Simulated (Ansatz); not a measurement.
# HfZrRh4: relaxing a made-up structure

Starting from a made-up structure for HfZrRh4, the aim is the relaxed cell, its shortest contacts and, where a second run follows, its electronic structure.

Method: DFT, PBE, plane-wave PAW, files of the set soft_1, scalar-relativistic, no spin, cell and ions relaxed at zero pressure; PAW set soft_1, in Ansatz 0.2.0.

### Step 1. The starting structure

The structure is cubic, space group F-43m (No. 216). The conventional cell has a = 7.137 Å, b = 7.137 Å, c = 7.137 Å, α = 90.00°, β = 90.00°, γ = 90.00°. Nearest to Hf lie 12 Rh at 2.96 Å and 4 Zr at 3.09 Å. Nearest to Rh lie 6 Rh at 2.47 to 2.57 Å and 3 Zr at 2.95 Å and 3 Hf at 2.96 Å. Nearest to Zr lie 12 Rh at 2.95 Å and 4 Hf at 3.09 Å. Farther neighbours are not listed.

### Step 2. Relaxing cell and atoms

The guessed cell has no reason to be at equilibrium. It is relaxed with the atoms, within the space group of the guess.

Input file input.yaml:

```yaml
crystal:
  lattice:
    - [0.0, 3.5685, 3.5685]
    - [3.5685, 0.0, 3.5685]
    - [3.5685, 3.5685, 0.0]
  atoms:
    - { symbol: Hf, position: [0.5, 0.5, 0.5] }
    - { symbol: Rh, position: [0.3675, 0.8775, 0.8775] }
    - { symbol: Rh, position: [0.8775, 0.8775, 0.8775] }
    - { symbol: Rh, position: [0.8775, 0.8775, 0.3675] }
    - { symbol: Rh, position: [0.8775, 0.3675, 0.8775] }
    - { symbol: Zr, position: [0.25, 0.25, 0.25] }
kpoints:
  mp_grid: { grid: [7, 7, 7] }
scf:
  occupations: { method: fermi_dirac, width: 0.05 }
hamiltonian:
  xc: pbe
  pseudopotentials: { kind: paw, azcp: { folder: soft_1 } }
relax:
  f_tol: 0.015
  max_steps: 70
  cell: {}
output:
  forces: true
  stress: true
```

The run is started by

```sh
$ ansatz run input.yaml --threads 4 --pin off --max-ram 10240MiB --backend cpu --events-out ev --progress --plain --runs-dir out
```

Numbers of over 12 decimals in the logs are rounded to 6 here.

Output:

```text
Engine: ansatz 0.2.0, x86_64-unknown-linux-gnu
Pseudopotentials: kind: paw
Pseudopotential: Hf, paw, valence charge 26, recommended cutoff 420 eV (normal), soft_1/Hf.paw.azcp
Pseudopotential: Rh, paw, valence charge 17, recommended cutoff 420 eV (normal), soft_1/Rh.paw.azcp
Pseudopotential: Zr, paw, valence charge 12, recommended cutoff 420 eV (normal), soft_1/Zr.paw.azcp
Functional definition: PBE
  parameter kappa = 0.804
  parameter beta = 0.066725
  exchange = pbe_x(kappa = kappa, mu = beta*pi^2/3)
  correlation = pbe_c(beta = beta)
Crystal: 6 atoms, lattice volume = 90.884 Å³
Basis set: ecut = 420 eV, 1807 PW (Γ), exchange–correlation on 72×72×72 points (8 copies of the dense FFT grid, shifted against one another)
Bands: 64, of which v1, the nominal top of the filled ones, is band 53 counted from 1 (52 counted from 0)
Symmetry: 24 space group operations
Space group: F-43m (ITA 216), of the structure as read, at distance tolerance 4.5e-5 Å
k-points: 20 of 343 (time reversal used)
Non-local potential: Hf, projectors of the file, l = 0: 3, l = 1: 2, l = 2: 2, l = 3: 3
Non-local potential: Rh, projectors of the file, l = 0: 3, l = 1: 2, l = 2: 2, l = 3: 1
Non-local potential: Zr, projectors of the file, l = 0: 3, l = 1: 2, l = 2: 2, l = 3: 1
PAW form: soft (Blöchl's): semilocal exchange-correlation on the pseudo side does not see the compensation charge
PAW one-centre angular grid: Hf, 590 points (default); XC on 64 Gauss nodes
PAW one-centre angular grid: Rh, 590 points (default); XC on 64 Gauss nodes
PAW one-centre angular grid: Zr, 590 points (default); XC on 64 Gauss nodes
Initial density: superposition of atomic densities (chi_scale 0.1, normalization cell, long waves kept (reshape's long-wave potential 0.00 eV rms))
Initial wavefunctions: pseudopotential atomic-orbital guess
Functional: x = pbe(κ = 0.804, μ = 0.219515), c = pbe(β = 0.066725)
SCF iter   1: F=—  HF=-45549.582957 eV  |F-HF|=—  |Δ(HF+E_count)|=         —  Δρ=3.67e-1  dr2=2.83e2  ethr=3.10e-3  ⟨swp⟩=5.4  Hψ=3923  notcnv=0  defer=1
preconditioner: auto → Kerker (q_TF=auto, 2.799 Å⁻¹)  [metal: Δε(μ)=0.031 eV  Ē_g=11.231 eV  σ=0.050 eV  W_gap=0.15  n_scr=26 (ndim 8)  ℏωp=31.2 eV  f_vac=0.000  D(μ)=10.89/eV (n_scr^D=168)]
SCF iter   2: F=—  HF=-45527.178530 eV  |F-HF|=—  |Δ(HF+E_count)|=    2.24e1  Δρ=1.74e-1  dr2=7.29e1  ethr=3.10e-3  ⟨swp⟩=3.0  Hψ=2903  notcnv=0  defer=21
SCF iter   3: F=—  HF=-45521.545346 eV  |F-HF|=—  |Δ(HF+E_count)|=    5.63e0  Δρ=4.34e-2  dr2=1.30e0  ethr=3.10e-3  ⟨swp⟩=3.3  Hψ=2562  notcnv=0  defer=30
SCF iter   4: F=—  HF=-45520.890074 eV  |F-HF|=—  |Δ(HF+E_count)|=   6.55e-1  Δρ=1.89e-2  dr2=2.07e-1  ethr=1.23e-3  ⟨swp⟩=2.8  Hψ=2693  notcnv=0  defer=32
SCF iter   5: F=—  HF=-45520.821918 eV  |F-HF|=—  |Δ(HF+E_count)|=   6.82e-2  Δρ=8.75e-3  dr2=1.41e-1  ethr=1.96e-4  ⟨swp⟩=2.0  Hψ=2375  notcnv=0  defer=32
SCF iter   6: F=—  HF=-45520.813276 eV  |F-HF|=—  |Δ(HF+E_count)|=   8.64e-3  Δρ=2.72e-3  dr2=7.97e-3  ethr=1.33e-4  ⟨swp⟩=2.0  Hψ=1425  notcnv=0  defer=32
SCF iter   7: F=—  HF=-45520.812388 eV  |F-HF|=—  |Δ(HF+E_count)|=   8.88e-4  Δρ=6.28e-4  dr2=3.42e-4  ethr=7.52e-6  ⟨swp⟩=2.1  Hψ=1842  notcnv=0  defer=32
SCF iter   8: F=—  HF=-45520.812434 eV  |F-HF|=—  |Δ(HF+E_count)|=   4.57e-5  Δρ=3.31e-4  dr2=1.10e-4  ethr=3.23e-7  ⟨swp⟩=2.0  Hψ=1798  notcnv=0  defer=32
SCF iter   9: F=—  HF=-45520.812423 eV  |F-HF|=—  |Δ(HF+E_count)|=   1.14e-5  Δρ=1.22e-4  dr2=1.80e-5  ethr=1.04e-7  ⟨swp⟩=2.0  Hψ=1557  notcnv=0  defer=32
SCF iter  10: F=—  HF=-45520.812439 eV  |F-HF|=—  |Δ(HF+E_count)|=   1.67e-5  Δρ=2.30e-5  dr2=1.13e-6  ethr=1.70e-8  ⟨swp⟩=2.4  Hψ=2111  notcnv=0  defer=32
SCF iter  11: F=-45520.812439 eV  HF=-45520.812439 eV  |F-HF|=1.96e-8  |Δ(HF+E_count)|=   1.24e-7  Δρ=3.86e-6  dr2=2.38e-8  ethr=9.43e-11  ⟨swp⟩=3.0  Hψ=4618  notcnv=0
SCF 1 converged in 11 iterations: F = -45520.812439 eV  dr2 = 2.38e-8
  greatest PAW one-centre occupation: 1.000 electrons in one spin orbital (limit 2), on the Rh atom at site 3 (counted from 0), in its partial waves of l = 0
relax step   1: F+E_penalty+E_count = -45520.81243922 eV  Δ(F+E_penalty+E_count) = +0.000e0 eV  max|allowed force component| = 9.996e-1 eV/Å  Δτ_max = 0.0000 Å  P = +23.130 GPa  Ω = 90.884 Å³  (11 SCF iters, dr2 threshold 1.00e-7 eV, accepted)
Crystal: 6 atoms, lattice volume = 104.845 Å³
Basis set: ecut = 420 eV, 2085 PW (Γ), exchange–correlation on 72×72×72 points (8 copies of the dense FFT grid, shifted against one another)
Initial density: handed on by an earlier stage of this run
Initial wavefunctions: those handed on with the density
SCF iter   1: F=—  HF=-45522.203475 eV  |F-HF|=—  |Δ(HF+E_count)|=         —  Δρ=5.56e-2  dr2=8.66e0  ethr=3.10e-3  ⟨swp⟩=5.5  Hψ=4127  notcnv=0  defer=1
preconditioner: auto → Kerker (q_TF=auto, 2.733 Å⁻¹)  [metal: Δε(μ)=0.033 eV  Ē_g=11.262 eV  σ=0.050 eV  W_gap=0.16  n_scr=26 (ndim 8)  ℏωp=30.3 eV  f_vac=0.000  D(μ)=5.53/eV (n_scr^D=58)]
SCF iter   2: F=—  HF=-45521.533679 eV  |F-HF|=—  |Δ(HF+E_count)|=   6.70e-1  Δρ=2.54e-2  dr2=2.14e0  ethr=3.10e-3  ⟨swp⟩=2.0  Hψ=1627  notcnv=0  defer=34
SCF iter   3: F=—  HF=-45521.406107 eV  |F-HF|=—  |Δ(HF+E_count)|=   1.28e-1  Δρ=8.67e-3  dr2=1.58e-1  ethr=2.02e-3  ⟨swp⟩=2.0  Hψ=2127  notcnv=0  defer=36
SCF iter   4: F=—  HF=-45521.292809 eV  |F-HF|=—  |Δ(HF+E_count)|=   1.13e-1  Δρ=4.34e-3  dr2=1.64e-2  ethr=1.49e-4  ⟨swp⟩=2.4  Hψ=2542  notcnv=0  defer=37
SCF iter   5: F=—  HF=-45521.289769 eV  |F-HF|=—  |Δ(HF+E_count)|=   3.04e-3  Δρ=1.70e-3  dr2=7.20e-3  ethr=1.55e-5  ⟨swp⟩=2.5  Hψ=2476  notcnv=0  defer=37
SCF iter   6: F=—  HF=-45521.288905 eV  |F-HF|=—  |Δ(HF+E_count)|=   8.64e-4  Δρ=3.06e-4  dr2=1.29e-4  ethr=6.79e-6  ⟨swp⟩=2.0  Hψ=1899  notcnv=0  defer=37
SCF iter   7: F=—  HF=-45521.288924 eV  |F-HF|=—  |Δ(HF+E_count)|=   1.96e-5  Δρ=1.03e-4  dr2=2.16e-5  ethr=1.21e-7  ⟨swp⟩=2.0  Hψ=2232  notcnv=0  defer=37
SCF iter   8: F=—  HF=-45521.288922 eV  |F-HF|=—  |Δ(HF+E_count)|=   2.69e-6  Δρ=3.91e-5  dr2=2.68e-6  ethr=2.04e-8  ⟨swp⟩=2.0  Hψ=1748  notcnv=0  defer=37
SCF iter   9: F=-45521.288921 eV  HF=-45521.288921 eV  |F-HF|=3.49e-8  |Δ(HF+E_count)|=   5.64e-7  Δρ=5.02e-6  dr2=2.19e-8  ethr=5.66e-10  ⟨swp⟩=4.9  Hψ=4924  notcnv=0
SCF 2 converged in 9 iterations: F = -45521.288921 eV  dr2 = 2.19e-8
  greatest PAW one-centre occupation: 1.000 electrons in one spin orbital (limit 2), on the Rh atom at site 4 (counted from 0), in its partial waves of l = 0
relax step   2: F+E_penalty+E_count = -45521.28892099 eV  Δ(F+E_penalty+E_count) = -4.765e-1 eV  max|allowed force component| = 2.057e-1 eV/Å  Δτ_max = 0.0223 Å  P = -9.587 GPa  Ω = 104.845 Å³  energy of the carried Pulay correction = -9.560e-3 eV  (9 SCF iters, dr2 threshold 6.00e-7 eV, accepted)
Crystal: 6 atoms, lattice volume = 100.439 Å³
Basis set: ecut = 420 eV, 1989 PW (Γ), exchange–correlation on 72×72×72 points (8 copies of the dense FFT grid, shifted against one another)
iter 1 solved again at ethr=7.57e-4 eV; its pass at ethr=3.10e-3 eV (dr2=8.02e-1 eV) is discarded
SCF iter   1: F=—  HF=-45521.532858 eV  |F-HF|=—  |Δ(HF+E_count)|=         —  Δρ=1.74e-2  dr2=8.03e-1  ethr=7.57e-4  ⟨swp⟩=1.9  Hψ=5269  notcnv=0
preconditioner: auto → Kerker (q_TF=auto, 2.753 Å⁻¹)  [metal: Δε(μ)=0.013 eV  Ē_g=9.357 eV  σ=0.050 eV  W_gap=0.06  n_scr=26 (ndim 8)  ℏωp=29.6 eV  f_vac=0.000  D(μ)=6.39/eV (n_scr^D=58)]
SCF iter   2: F=—  HF=-45521.479068 eV  |F-HF|=—  |Δ(HF+E_count)|=   5.38e-2  Δρ=8.26e-3  dr2=2.06e-1  ethr=7.57e-4  ⟨swp⟩=1.2  Hψ=1284  notcnv=0
SCF iter   3: F=—  HF=-45521.461657 eV  |F-HF|=—  |Δ(HF+E_count)|=   1.74e-2  Δρ=1.59e-3  dr2=4.47e-3  ethr=1.95e-4  ⟨swp⟩=2.4  Hψ=2037  notcnv=0
SCF iter   4: F=—  HF=-45521.459381 eV  |F-HF|=—  |Δ(HF+E_count)|=   2.28e-3  Δρ=8.79e-4  dr2=1.85e-3  ethr=4.22e-6  ⟨swp⟩=3.0  Hψ=2094  notcnv=0
SCF iter   5: F=—  HF=-45521.458951 eV  |F-HF|=—  |Δ(HF+E_count)|=   4.31e-4  Δρ=3.00e-4  dr2=6.03e-5  ethr=1.75e-6  ⟨swp⟩=2.0  Hψ=2148  notcnv=0
SCF iter   6: F=—  HF=-45521.458930 eV  |F-HF|=—  |Δ(HF+E_count)|=   2.06e-5  Δρ=1.35e-4  dr2=1.24e-5  ethr=5.69e-8  ⟨swp⟩=3.0  Hψ=2708  notcnv=0
SCF iter   7: F=—  HF=-45521.458916 eV  |F-HF|=—  |Δ(HF+E_count)|=   1.43e-5  Δρ=2.77e-5  dr2=6.47e-7  ethr=1.17e-8  ⟨swp⟩=3.0  Hψ=2451  notcnv=0
SCF iter   8: F=—  HF=-45521.458915 eV  |F-HF|=—  |Δ(HF+E_count)|=   5.30e-7  Δρ=1.07e-5  dr2=9.86e-8  ethr=5.66e-10  ⟨swp⟩=4.9  Hψ=4986  notcnv=0
SCF iter   9: F=-45521.458915 eV  HF=-45521.458915 eV  |F-HF|=6.55e-10  |Δ(HF+E_count)|=   3.06e-7  Δρ=1.15e-6  dr2=1.54e-9  ethr=9.30e-11  ⟨swp⟩=4.0  Hψ=4389  notcnv=0
SCF 3 converged in 9 iterations: F = -45521.458915 eV  dr2 = 1.54e-9
  greatest PAW one-centre occupation: 1.000 electrons in one spin orbital (limit 2), on the Rh atom at site 1 (counted from 0), in its partial waves of l = 0
relax step   3: F+E_penalty+E_count = -45521.45891505 eV  Δ(F+E_penalty+E_count) = -1.700e-1 eV  max|allowed force component| = 1.947e-1 eV/Å  Δτ_max = 0.0022 Å  P = -2.028 GPa  Ω = 100.439 Å³  energy of the carried Pulay correction = -6.693e-3 eV  (9 SCF iters, dr2 threshold 6.00e-7 eV, accepted)
[...]
relax step   4: F+E_penalty+E_count = -45521.47286712 eV  Δ(F+E_penalty+E_count) = -1.395e-2 eV  max|allowed force component| = 5.201e-3 eV/Å  Δτ_max = 0.0098 Å  P = -0.165 GPa  Ω = 99.495 Å³  energy of the carried Pulay correction = -6.062e-3 eV  (7 SCF iters, dr2 threshold 6.00e-7 eV, accepted)
[...]
relax step   5: F+E_penalty+E_count = -45521.47296730 eV  Δ(F+E_penalty+E_count) = -1.002e-4 eV  max|allowed force component| = 5.501e-5 eV/Å  Δτ_max = 0.0003 Å  P = -0.001 GPa  Ω = 99.415 Å³  energy of the carried Pulay correction = -6.008e-3 eV  (6 SCF iters, dr2 threshold 6.78e-8 eV, accepted)
Initial wavefunctions: pseudopotential atomic-orbital guess (no wavefunctions were taken with the density)
iter 1 solved again at ethr=4.15e-7 eV; its pass at ethr=3.10e-3 eV (dr2=4.40e-4 eV) is discarded
SCF iter   1: F=—  HF=-45521.452385 eV  |F-HF|=—  |Δ(HF+E_count)|=         —  Δρ=3.24e-3  dr2=2.86e-4  ethr=4.15e-7  ⟨swp⟩=3.0  Hψ=6828  notcnv=0
preconditioner: auto → Kerker (q_TF=auto, 2.758 Å⁻¹)  [metal: Δε(μ)=0.043 eV  Ē_g=11.449 eV  σ=0.050 eV  W_gap=0.21  n_scr=26 (ndim 8)  ℏωp=31.2 eV  f_vac=0.000  D(μ)=5.82/eV (n_scr^D=58)]
SCF iter   2: F=—  HF=-45521.472069 eV  |F-HF|=—  |Δ(HF+E_count)|=   1.97e-2  Δρ=1.65e-3  dr2=6.43e-5  ethr=2.70e-7  ⟨swp⟩=2.5  Hψ=1761  notcnv=0
SCF iter   3: F=—  HF=-45521.478326 eV  |F-HF|=—  |Δ(HF+E_count)|=   6.26e-3  Δρ=3.51e-4  dr2=4.14e-6  ethr=6.06e-8  ⟨swp⟩=2.0  Hψ=1600  notcnv=0
SCF iter   4: F=—  HF=-45521.478593 eV  |F-HF|=—  |Δ(HF+E_count)|=   2.68e-4  Δρ=3.47e-5  dr2=6.83e-7  ethr=3.90e-9  ⟨swp⟩=2.2  Hψ=2176  notcnv=0
SCF iter   5: F=—  HF=-45521.478593 eV  |F-HF|=—  |Δ(HF+E_count)|=   3.67e-9  Δρ=8.14e-6  dr2=6.91e-8  ethr=6.45e-10  ⟨swp⟩=2.0  Hψ=2219  notcnv=0
SCF iter   6: F=—  HF=-45521.478594 eV  |F-HF|=—  |Δ(HF+E_count)|=   4.23e-8  Δρ=2.01e-6  dr2=1.10e-8  ethr=6.51e-11  ⟨swp⟩=2.0  Hψ=2244  notcnv=0
SCF iter   7: F=—  HF=-45521.478594 eV  |F-HF|=—  |Δ(HF+E_count)|=   1.11e-9  Δρ=3.10e-7  dr2=1.67e-10  ethr=1.04e-11  ⟨swp⟩=1.1  Hψ=1281  notcnv=0
SCF iter   8: F=-45521.478594 eV  HF=-45521.478594 eV  |F-HF|=1.46e-11  |Δ(HF+E_count)|=    0.00e0  Δρ=6.76e-8  dr2=4.11e-12  ethr=1.00e-12  ⟨swp⟩=4.0  Hψ=4237  notcnv=0
SCF 6 converged in 8 iterations: F = -45521.478594 eV  dr2 = 4.11e-12
relax step   6: F+E_penalty+E_count = -45521.47859350 eV  Δ(F+E_penalty+E_count) = -5.626e-3 eV  max|allowed force component| = 3.437e-5 eV/Å  Δτ_max = 0.0000 Å  P = -0.010 GPa  Ω = 99.415 Å³  stress off target by 9.89e-3 GPa  SCF on the basis re-selected at this cell (its energy is not comparable with the rows above)  (8 SCF iters)
basis re-selected at this cell: Δ(F+E_penalty+E_count) = -5.626e-3 eV, ΔP = -0.009 GPa vs the last step (what re-selecting the basis moved, of the pressure what is left beyond the Pulay correction that the steps carried, after the strain that the cell walked since its last selection, with what the two solves' SCF thresholds leave and, on support functions, any second-order correction that the steps lacked; it is no m [...]
SCF converged after 8 iterations
Free energy (F): -45521.478594 eV
Harris-Foulkes:  -45521.478594 eV  (|F-HF|=1.46e-11)
Internal energy: -45521.429310 eV  (E = F + TS)
E sigma→0 (E₀):  -45521.453952 eV
Entropy (-TS):   -0.049284 eV (-8.214 meV/atom)
Fermi energy:    19.887379 eV
--- Per-component energies (eV) ---
  E_band       = -516.121730
  E_kinetic    = 2873.587440
  E_local      = -13766.137440  (includes V_loc(G=0)·N_el)
  E_nonlocal   = 1324.439063
  E_hartree    = 5907.172809
  E_xc         = -1230.048941
  E_vxc        = -1452.654811  (∫ρ·V_xc dr)
  E_paw        = -25074.243385  (= ΣΔE_a)
  E_vpaw       = -1309.702143  (= ΣTr[D̂ρ^β])
  E_aug_tail   = 0.000463  (compensation charges beyond the density's cutoff)
  E_ewald      = -15556.199318
  E_smearing   = -0.049284  (= −TS)
  E_closure    = -0.000000  (closes the sum)
  Σ components = -45521.478594   (vs F -45521.478594, Δ=0.00e0)
--- Forces (eV/Å), atoms counted from 1 ---
  atom   1  Hf     0.00000000    -0.00000000    -0.00000000
  atom   2  Rh     0.00003437    -0.00003437    -0.00003437
  atom   3  Rh     0.00003437     0.00003437     0.00003437
  atom   4  Rh    -0.00003437    -0.00003437     0.00003437
  atom   5  Rh    -0.00003437     0.00003437    -0.00003437
  atom   6  Zr    -0.00000000     0.00000000     0.00000000
  max |Σ_I F_I| component: 5.52e-17 eV/Å
--- Stress (GPa, compression-positive) ---
       -0.009893       0.000000       0.000000
        0.000000      -0.009893      -0.000000
        0.000000       0.000000      -0.009893
  P = ⅓ Tr σ = -0.0099 GPa (-0.099 kbar)
--- Relaxed structure (5 steps of the walk, 5 accepted, 1 SCFs on fresh bases) ---
  F+E_penalty+E_count = -45521.47859350 eV   max|allowed force component| = 3.437e-5 eV/Å   (the final SCF, on the basis selected at the relaxed cell)
  cell:  # Å, volume = 99.4146 Å³
    - [0, 3.676829, 3.676829]
    - [3.676829, 0, 3.676829]
    - [3.676829, 3.676829, 0]
  atoms:
    - { symbol: Hf, position: [0.500000, 0.500000, 0.500000] }
    - { symbol: Rh, position: [0.375760, 0.874747, 0.874747] }
    - { symbol: Rh, position: [0.874747, 0.874747, 0.874747] }
    - { symbol: Rh, position: [0.874747, 0.874747, 0.375760] }
    - { symbol: Rh, position: [0.874747, 0.375760, 0.874747] }
    - { symbol: Zr, position: [0.250000, 0.250000, 0.250000] }
```

Run time: 6.1 s. Hardware: 4 threads of AMD EPYC 9B45 (Zen 5), shared host; peak memory 0.57 GiB.

Step by step:

| step | energy less that of the first step (eV) | largest force component (eV/Å) | pressure (GPa) | volume (Å³) |
| --- | --- | --- | --- | --- |
| 1 | 0.0000 | 0.9996 | 23.13 | 90.88 |
| 2 | -0.4765 | 0.2057 | -9.59 | 104.84 |
| 3 | -0.6465 | 0.1947 | -2.03 | 100.44 |
| 4 | -0.6604 | 0.0052 | -0.16 | 99.49 |
| 5 | -0.6605 | 0.0001 | 0.00 | 99.41 |
| 6* | -0.6662 | 0.0000 | -0.01 | 99.41 |

Relaxation steps marked * repeat the geometry before them on a plane-wave basis chosen anew for their cell, so energy and pressure can jump there.

Forces are held to the 24 operations that the run works with; a distortion that breaks them can't arise in this run.

| conventional cell, symmetrised | before | after | change |
| --- | --- | --- | --- |
| a (Å) | 7.137 | 7.354 | +3.0 % |
| b (Å) | 7.137 | 7.354 | +3.0 % |
| c (Å) | 7.137 | 7.354 | +3.0 % |
| volume (Å³/atom) | 15.15 | 16.57 | +9.4 % |

The atoms that moved most (Å, as changes of fractional coordinates times the final cell):

| atom | dx | dy | dz | length |
| --- | --- | --- | --- | --- |
| Rh2 | -0.020 | 0.020 | 0.020 | 0.035 |
| Rh5 | 0.020 | -0.020 | 0.020 | 0.035 |
| Rh4 | 0.020 | 0.020 | -0.020 | 0.035 |
| Rh3 | -0.020 | -0.020 | -0.020 | 0.035 |

Final coordinates:

```xyz
6
Lattice="0.0000 3.6768 3.6768 3.6768 0.0000 3.6768 3.6768 3.6768 0.0000" Properties=species:S:1:pos:R:3 pbc="T T T"
Hf    3.6768    3.6768    3.6768
Rh    6.4326    4.5979    4.5979
Rh    6.4326    6.4326    6.4326
Rh    4.5979    4.5979    6.4326
Rh    4.5979    6.4326    4.5979
Zr    1.8384    1.8384    1.8384
```

Numbers from this step:

```
free energy             : -45521.4786 eV
energy at zero smearing : -45521.4540 eV
smearing term TS        : 0.04928 eV
Fermi energy            : 19.89 eV
electrons               : 106
symmetry operations     : 24
pressure                : -0.009893 GPa
```

Shortest distances by pair of elements, guess and relaxed (not always the same contact):

| pair | guess (Å) | relaxed (Å) |
| --- | --- | --- |
| Rh–Rh | 2.473 | 2.595 |
| Hf–Rh | 2.964 | 3.048 |
| Rh–Zr | 2.954 | 3.049 |
| Hf–Zr | 3.090 | 3.184 |
| Hf–Hf | 5.047 | 5.200 |

The relaxation ends with a largest force component of 3.4e-5 eV/Å and a pressure of -0.01 GPa.

### Step 3. Summary of results

| Property | Result |
| --- | --- |
| space group, relaxed | F-43m |
| conventional cell | a = 7.354, b = 7.354, c = 7.354 Å; α = 90.0°, β = 90.0°, γ = 90.0° |
| volume per atom | 16.57 Å³ (guess 15.15) |

HfZrRh4 relaxes to F-43m with a = 7.354, b = 7.354 and c = 7.354 Å. The guessed volume was 9 % too small. The space group F-43m was held in the relaxation, so the end point is a stationary structure within it and may be a saddle against distortions or other arrangements. Mesh and cutoff weren't tested. Spin-orbit coupling is left out, which can matter for elements this heavy. No dispersion term is used, so weakly bound directions may come out too long. The runs have no spin, and magnetism wasn't tested. Nothing here tests whether the compound is stable against decomposition.

[Logs are printed without paths, hosts, clocks, repeated set-up lines and the standing remarks that a program may print on its own settings, such as how far it seeks lower states.]

[Hosts, paths, dates, database ids (printed as entryN), source tags and the programs' standing remarks are cut or masked in the printed files.]
